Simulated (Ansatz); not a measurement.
# Amorphous C: valence band and core levels, part 2 of 3

How wide do site differences make the core lines of amorphous C?

Ansatz 0.2.0; DFT, PBE, plane-wave PAW, default files, scalar-relativistic.

So far. Step 5 (Dynamics at 300 K): Beyond half the shortest lattice vector, 3.1 Å, g(r) counts periodic images.

## (6) Relaxation

The quenched cell is relaxed to a local minimum.

File input.yaml:

```yaml
crystal:
  lattice:
    - [6.1281413518, 0.0, 0.0]
    - [0.0, 6.1281413518, 0.0]
    - [0.0, 0.0, 6.1281413518]
  atoms:
    - { symbol: C, position: [0.619580974, 1.0770866446, 0.0163896948] }
    - { symbol: C, position: [1.0206192452, 0.6330188348, 0.241462313] }
    - { symbol: C, position: [0.3355451065, 0.9589969851, 0.2905846833] }
    - { symbol: C, position: [0.4438820117, 0.9336892548, 0.0778304207] }
    - { symbol: C, position: [0.7974041014, 0.4875285514, -0.0327299387] }
    - { symbol: C, position: [0.3503434219, 0.2479449895, 0.5813303393] }
    - { symbol: C, position: [0.4119651459, 0.6305924766, 0.7692547219] }
    - { symbol: C, position: [0.4843992699, 0.3952972439, 0.7191324807] }
[... 18 atom lines left out ...]
    - { symbol: C, position: [0.6438971026, 0.2888619657, -0.1242612178] }
    - { symbol: C, position: [1.0483941951, 0.4782556869, 0.6055981622] }
    - { symbol: C, position: [0.9763515711, 0.220533663, 0.1698307001] }
    - { symbol: C, position: [1.1282718629, 0.2730535042, 0.5293909967] }
kpoints:
  mp_grid: { grid: [2, 2, 2] }
scf:
  occupations: { method: fermi_dirac, width: 0.03 }
  n_extra_bands: 23
hamiltonian:
  xc: pbe
  pseudopotentials: { kind: paw }
output:
  forces: true
relax:
  f_tol: 0.05
  max_steps: 60
```

Started as:

```
$ ansatz run input.yaml --threads 3 --pin off --max-ram 8192MiB --backend cpu --events-out ev --progress --plain --runs-dir out
```

The job ended after 21 s (3 threads of Intel Xeon at 2.80GHz (Skylake/Cascade Lake), shared host; peak memory 0.7 GiB; 58 s of CPU time).

Step by step:

```
step  energy less that of the first step (eV)  largest force component (eV/Å)
   1                                   0.0000                          5.3679
   2                                  -1.9180                          2.2885
   3                                  -2.8640                          2.1016
   4                                  -3.1500                          0.8054
   5                                  -2.9887                          1.2625
   6                                  -3.3408                          0.3924
   7                                  -3.3604                          0.2810
   8                                  -3.3667                          0.1322
   9                                  -3.3685                          0.1541
  10                                  -3.3692                          0.0346
  11                                  -3.3692                          0.0350
```

Relaxation step 5 was tried and not accepted.

The atoms that moved most (Å):

```
atom      dx      dy      dz  length
 C28  -0.101   0.108  -0.364   0.393
  C3  -0.241   0.100   0.134   0.293
  C2   0.048  -0.142   0.234   0.278
 C15   0.233  -0.084  -0.057   0.254
 C19   0.022   0.149  -0.150   0.212
  C1  -0.007   0.094   0.165   0.190
  C4  -0.042   0.161   0.084   0.187
 C29   0.072  -0.142  -0.041   0.165
```

The relaxed structure:

```cif
data_structure
_symmetry_space_group_name_H-M 'P 1'
_symmetry_Int_Tables_number 1
_cell_length_a 6.1281
_cell_length_b 6.1281
_cell_length_c 6.1281
_cell_angle_alpha 90.000
_cell_angle_beta 90.000
_cell_angle_gamma 90.000
_cell_volume 230.14
loop_
_atom_site_label
_atom_site_type_symbol
_atom_site_fract_x
_atom_site_fract_y
_atom_site_fract_z
_atom_site_occupancy
C1 C 0.61839 0.09245 0.04333 1
C2 C 0.02852 0.60977 0.27966 1
C3 C 0.29630 0.97539 0.31238 1
C4 C 0.43703 0.96003 0.09159 1
C5 C 0.81103 0.48192 0.95022 1
C6 C 0.34375 0.24361 0.60354 1
C7 C 0.40531 0.63045 0.76668 1
C8 C 0.47455 0.39572 0.73728 1
C9 C 0.67922 0.05960 0.51656 1
C10 C 0.96050 0.81314 0.65970 1
C11 C 0.23691 0.73014 0.36662 1
C12 C 0.19190 0.68458 0.61146 1
C13 C 0.75818 0.13459 0.72462 1
C14 C 0.61104 0.56131 0.59870 1
C15 C 0.07439 0.10590 0.36559 1
C16 C 0.45634 0.07505 0.48205 1
C17 C 0.86863 0.00553 0.05440 1
C18 C 0.89953 0.98723 0.81481 1
C19 C 0.40162 0.61317 0.25229 1
C20 C 0.98716 0.41395 0.11041 1
C21 C 0.86462 0.79768 0.21596 1
C22 C 0.47083 0.72003 0.03571 1
C23 C 0.69467 0.64052 0.12282 1
C24 C 0.87584 0.93038 0.43621 1
C25 C 0.58854 0.54913 0.34422 1
C26 C 0.84104 0.58482 0.69561 1
C27 C 0.64957 0.28981 0.88527 1
C28 C 0.03191 0.49593 0.54620 1
C29 C 0.98817 0.19730 0.16314 1
C30 C 0.13640 0.27887 0.52768 1
```

Numbers from this step:

| Property | Result |
| --- | --- |
| free energy | -7504.5877 eV |
| Fermi energy | 9.258 eV |
| gap by band count | 0.5872 eV |

The relaxation ends 112 meV an atom lower, with a largest force component of 0.035 eV/Å.

## (7) Valence states

First the ground state, then the DOS by atom and shell, which the cross sections turn into spectra.

File input.yaml:

```yaml
crystal:
  lattice:
    - [6.1281413518, 0.0, 0.0]
    - [0.0, 6.1281413518, 0.0]
    - [0.0, 0.0, 6.1281413518]
  atoms:
    - { symbol: C, position: [0.6183865591, 1.0924486003, 0.0433279007] }
    - { symbol: C, position: [1.0285248578, 0.6097685735, 0.2796617518] }
    - { symbol: C, position: [0.2962978963, 0.9753868926, 0.3123837312] }
    - { symbol: C, position: [0.4370263895, 0.9600303009, 0.091590255] }
    - { symbol: C, position: [0.8110262972, 0.4819222472, -0.0497786577] }
    - { symbol: C, position: [0.3437455076, 0.2436110799, 0.6035357586] }
    - { symbol: C, position: [0.4053101903, 0.6304468845, 0.7666811917] }
    - { symbol: C, position: [0.474547527, 0.3957202042, 0.7372812763] }
[... 18 atom lines left out ...]
    - { symbol: C, position: [0.6495671731, 0.289807253, -0.1147308136] }
    - { symbol: C, position: [1.0319138993, 0.495934413, 0.5462038524] }
    - { symbol: C, position: [0.9881687048, 0.1973017693, 0.1631395726] }
    - { symbol: C, position: [1.1363968493, 0.2788683799, 0.5276751998] }
kpoints:
  mp_grid: { grid: [2, 2, 2] }
scf:
  occupations: { method: fermi_dirac, width: 0.03 }
  n_extra_bands: 23
hamiltonian:
  xc: pbe
  pseudopotentials: { kind: paw }
output:
  forces: true
  stress: true
  efg: { contact_densities: true }
  dos:
    projected:
      site_lists:
        C: [0, 1, 2, 3, 4, 5, 6, 7, 8, 9, 10, 11, 12, 13, 14, 15, 16, 17, 18, 19, 20, 21, 22, 23, 24, 25, 26, 27, 28, 29]
    de: 0.05
    e_range: [-30, 12]
    method: { smearing: { sigma: 0.15, scheme: gaussian } }
  write_density: true
  write_potential: true
  elf: true
  volumetric_format: npy
```

It took 6.9 s on 3 threads; peak memory 0.71 GiB; 18 s of CPU time.

A gap read on the k-mesh alone can miss the band edges.

This step gave:

```yaml
pressure: -10.26 GPa
gap_on_the_k_mesh: 0.5872 eV
zero_of_energy: valence-band maximum
share_of_occupied_states_in_no_projected_shell: 0.0041 of the occupied states in the window
```

The DOS has structure finer than the step of the table below, so its rows give means over 1 eV, whole bins alone (the curve runs from -22.5 to 7.36 eV). Peaks (eV: height): total -8.0: 11.5, -6.7: 11.4, -6.0: 11.1, -5.3: 12.5, -4.3: 12.3, 6.1: 11.0, 7.2: 11.7; C 2p -8.0: 9.85, -7.5: 8.16, -6.7: 10.1, -6.0: 10.2, -5.3: 11.7, -4.3: 11.7, -2.6: 8.21; C 2s -19.7: 4.30, -18.4: 2.94, -17.1: 2.90, -15.9: 3.68, -14.2: 3.30, -13.4: 3.16, -12.7: 2.78.

DOS against E, zero at the valence-band maximum; means over each step; values in states/eV/cell:

```
E (eV)  total    C 2p    C 2s
   -22      0       0       0
   -21  0.206  0.0107   0.193
   -20   3.08   0.738    2.31
   -19   2.99   0.968    1.99
   -18   3.93    1.46    2.44
   -17   3.71    1.47    2.20
   -16   4.35    1.86    2.45
   -15   4.08    1.86    2.18
   -14   4.64    2.29    2.31
   -13   5.01    2.68    2.30
   -12   5.20    3.16    2.00
   -11   5.41    3.68    1.68
   -10   6.16    4.61    1.50
    -9   5.33    4.40   0.890
    -8   8.94    7.65    1.23
    -7   9.05    7.99   1.000
    -6   9.92    9.07   0.799
    -5   10.4    9.77   0.601
    -4   9.84    9.34   0.463
    -3   7.60    7.21   0.358
    -2   5.32    5.06   0.229
    -1   3.88    3.64   0.203
     0   1.08    1.01  0.0511
     1   3.16    2.89   0.206
     2   4.31    3.73   0.432
     3   4.02    3.30   0.532
     4   5.10    3.70    1.06
     5   7.35    4.88    1.82
     6   8.84    5.58    2.18
```

This run's widths, added to any smearing of the DOS itself: Gaussian 0.6 eV, Lorentzian 0.2 eV plus 0.05 an eV of depth. The intensity by binding energy, zero at the valence-band maximum; values in % of the maximum within 13 eV:

```
binding energy (eV)  21.2 eV  60 eV  1486.7 eV  8047.8 eV  9251.7 eV
                 -1     2.22   2.44       1.66       1.39       1.38
                  0     13.4   13.4       6.04       4.34       4.28
                  1     37.5   37.1       16.3       11.6       11.4
                  2     55.8   54.6       22.1       15.0       14.7
                  3     74.5   73.1       30.7       21.2       20.9
                  4     91.7   90.0       38.2       26.5       26.1
                  5     97.6   96.9       45.9       33.7       33.3
                  6     93.1   94.6       54.3       43.1       42.8
                  7     81.5   85.4       60.0       50.7       50.4
                  8     73.9   80.0       66.0       58.2       57.9
                  9     51.2   58.6       58.2       53.2       53.0
                 10     44.8   57.6       74.1       70.5       70.3
                 11     24.3   51.5       80.6       78.5       78.4
                 12        -   50.9       94.1       93.0       93.0
                 13        -   47.3        100        100        100
                 14        -   44.2        102        102        102
                 15        -   42.2        104        105        105
                 16        -   39.8        103        104        104
                 17        -   35.6       96.1       97.8       97.8
                 18        -   34.5       97.7       99.6       99.6
                 19        -   29.5       88.5       90.5       90.5
                 20        -   22.7       72.6       74.5       74.6
                 21        -   8.76       27.8       28.5       28.6
                 22        -   3.70       10.8       11.1       11.1
```

Maxima picked by a test of local sharpness, so broad peaks and shoulders can be missing; peaks within 0.45 eV of a curve's cut are left out. Valence peaks, by row:

```
photon energy (eV)  binding energy (eV)  height (% of the maximum within 13 eV)  main shell  its share (%)
              21.2                5.361                                     100        C 2p           98.6
              21.2                4.461                                   97.32        C 2p          98.92
                60                17.31                                   35.88        C 2s          61.34
                60                11.36                                   52.11        C 2p          64.85
                60                9.761                                   58.98        C 2p          75.25
                60                5.411                                     100        C 2p          92.25
                60                4.461                                   95.83        C 2p             94
              1487                17.56                                   98.94        C 2s          97.46
              1487                15.61                                   106.4        C 2s          96.83
              1487                14.56                                   103.9        C 2s          96.32
              1487                13.46                                   101.8        C 2s          95.67
              1487                10.06                                   74.27        C 2s          89.58
              1487                8.011                                   66.12        C 2s             81
              1487                6.861                                   60.21        C 2s          76.25
              8048                17.56                                   100.8        C 2s          99.49
              8048                15.66                                   107.8        C 2s          99.37
              8048                8.061                                   58.27        C 2s          95.65
              9252                17.56                                   100.8        C 2s          99.56
              9252                15.66                                   107.8        C 2s          99.45
              9252                8.061                                   58.01        C 2s           96.2
```

Shapes are the site's partial DOS without matrix elements, which overweights lines from ligand s bands. The intensity by emission energy less the core level's binding energy, zero at the valence-band maximum; read off at these points; values in % of the unpolarised maximum:

```
emission energy less the core level's binding energy (eV)   C K  C K, E along x  C K, E along y  C K, E along z
                                                    -22.0  1.16            1.18            1.15            1.17
                                                    -21.0  2.35            2.37            2.30            2.38
                                                    -20.0  6.65            6.73            6.42            6.81
                                                    -19.0  10.0            10.0            9.94            10.2
                                                    -18.0  13.4            13.7            13.3            13.0
                                                    -17.0  14.8            15.6            14.2            14.6
                                                    -16.0  17.9            18.9            18.8            16.1
                                                    -15.0  20.1            21.3            20.1            19.0
                                                    -14.0  22.8            23.5            22.1            22.7
                                                    -13.0  26.6            26.8            28.6            24.4
                                                    -12.0  32.4            33.0            31.3            32.9
                                                    -11.0  36.3            36.4            35.8            36.6
                                                    -10.0  45.5            44.9            46.0            45.7
                                                     -9.0  48.8            46.2            48.5            51.8
                                                     -8.0  73.3            74.4            70.3            75.2
                                                     -7.0  79.4            81.9            75.5            80.7
                                                     -6.0  91.2            93.7            87.7            92.0
                                                     -5.5  99.1            99.9            97.1             100
                                                     -5.3  99.6            97.5            99.9             102
                                                     -5.0  95.7            89.8            99.8            97.7
                                                     -4.4  97.5            93.9             101            97.0
                                                     -4.0  91.1            87.5            93.9            91.9
                                                     -3.0  73.6            67.9            86.4            66.4
                                                     -2.0  54.3            64.9            51.4            46.6
                                                     -1.0  36.3            36.5            36.1            36.3
                                                      0.0  12.5            13.5            10.4            13.7
                                                      1.0  1.49            1.52            1.48            1.47
```

Window up to 7.4 eV. Shell moments, by row:

```
element  shell  occupied states an atom  centre of occupied part (eV)  rms width of occupied part (eV)  centre up to the window's top (eV)  rms width up to the window's top (eV)
      C     2s                   0.9789                        -13.51                            4.642                              -9.387                                  8.816
      C     2p                    2.995                        -7.413                            4.472                              -4.464                                  6.504
```

The broadened DOS, unweighted empty DOS by E, zero at the valence-band maximum; read off at these points:

```
E (eV)  broadened DOS, unweighted empty DOS (states/eV/cell)
 -0.94                                                     0
 -0.64                                                3.3e-5
 -0.44                                                7.1e-4
 -0.14                                                0.0264
 -0.04                                                0.0688
  0.16                                                 0.329
  0.36                                                  1.01
  0.66                                                  2.59
  0.96                                                  3.25
  1.16                                                  3.07
  1.46                                                  2.65
  1.76                                                  3.04
  1.96                                                  4.06
  2.26                                                  5.44
  2.36                                                  5.49
  2.56                                                  4.88
  2.76                                                  3.98
  3.06                                                  3.81
  3.26                                                  4.45
  3.56                                                  5.12
  3.86                                                  4.81
  4.06                                                  4.89
  4.36                                                  5.11
  4.66                                                  5.42
  4.86                                                  6.44
  5.16                                                  8.50
  5.46                                                  9.55
  5.56                                                  9.60
  5.66                                                  9.57
  5.96                                                  9.34
  6.26                                                  8.50
  6.46                                                  8.30
  6.76                                                  9.17
```

Valence density in the ac plane at fractional y = 0.610, with atoms of C within 0.2 Å of it. It is the smooth field of the valence electrons, not physical close to the nuclei.

Ten even steps from '_' (0.0 e/Å³) to '@' (2.1 e/Å³), each cell a mean:
```
____________..::::......::--::..__
__________..::--::..____..::::..__
__________::++**==..____..::--::..
________::==####++::....::==++==::
......::--++**##**==--::==**##**--
::--==++====--====++******######==
--++####==::....--**####++======--
--==++++--..____..==**++::....::::
--------::..____..--++--..____..::
----::::::::....::==++--..____..::
++++==----======++##**==..____..--
##%%++----**%%@@@@@@##++::....::**
####==::::++%%@@%%**++++--::..::**
++==::....--**##++--==##**--..::--
::..______..==++==--++####++::....
____________::------==####++::..__
____________..::--::----++==::..__
```
Columns run along a (6.1 Å), rows up along c (6.1 Å). Atoms in or near the plane, at fractional coordinates: C at (0.03, 0.28), C at (0.41, 0.77), C at (0.40, 0.25), C at (0.69, 0.12), C at (0.84, 0.70).

Electrostatic potential energy in the ac plane at fractional y = 0.610, with atoms of C within 0.2 Å of it. With pseudopotentials it is smooth inside the atoms' cores, unlike the true potential.

Ten even steps from '_' (-59 eV) to '@' (12 eV), each cell a mean:
```
@@@@@@@@@@@@@@@@%%@@@@@@@@%%%%@@@@
@@@@@@@@@@@@%%%%@@@@@@@@@@@@@@@@@@
@@@@@@@@@@%%==--**@@@@@@@@@@%%@@@@
@@@@@@@@@@**____==%%@@@@%%**==**%%
@@@@@@%%%%##::..++%%%%%%%%--__::##
%%%%##++**%%######**==++##--__::##
%%%%**--++%%@@@@%%==__::####**##%%
######**##@@@@@@%%**--++%%@@@@@@%%
%%%%%%%%%%@@@@@@@@%%##%%@@@@@@@@@@
%%%%%%%%%%@@@@@@%%##**%%@@@@@@@@@@
++**%%%%%%%%######==::**@@@@@@@@##
__..**%%%%**::::++==--**@@@@@@%%==
__..**@@%%++____==######%%@@@@%%==
++**%%@@@@##--::**%%##==--##@@@@##
%%@@@@@@@@@@%%##%%%%**____++%%@@@@
@@@@@@@@@@@@@@%%##%%##::::**%%@@@@
@@@@@@@@@@@@@@%%##%%%%####%%%%@@@@
```
Columns run along a (6.1 Å; values clipped at the 3rd and 97th percentile), rows up along c (6.1 Å). Atoms in or near the plane, at fractional coordinates: C at (0.03, 0.28), C at (0.41, 0.77), C at (0.40, 0.25), C at (0.69, 0.12), C at (0.84, 0.70).

[end of part 2 of 3]

[Logs are printed without paths, hosts, clocks, repeated set-up lines and the standing remarks that a program may print on its own settings, such as how far it seeks lower states.]

[Hosts, paths, dates, database ids (printed as entryN), source tags and the programs' standing remarks are cut or masked in the printed files.]

[Maps of the electrostatic potential energy from Ansatz leave out the sawtooth potential of an applied field or a dipole correction, so their vacuum need not be flat; work functions include it.]
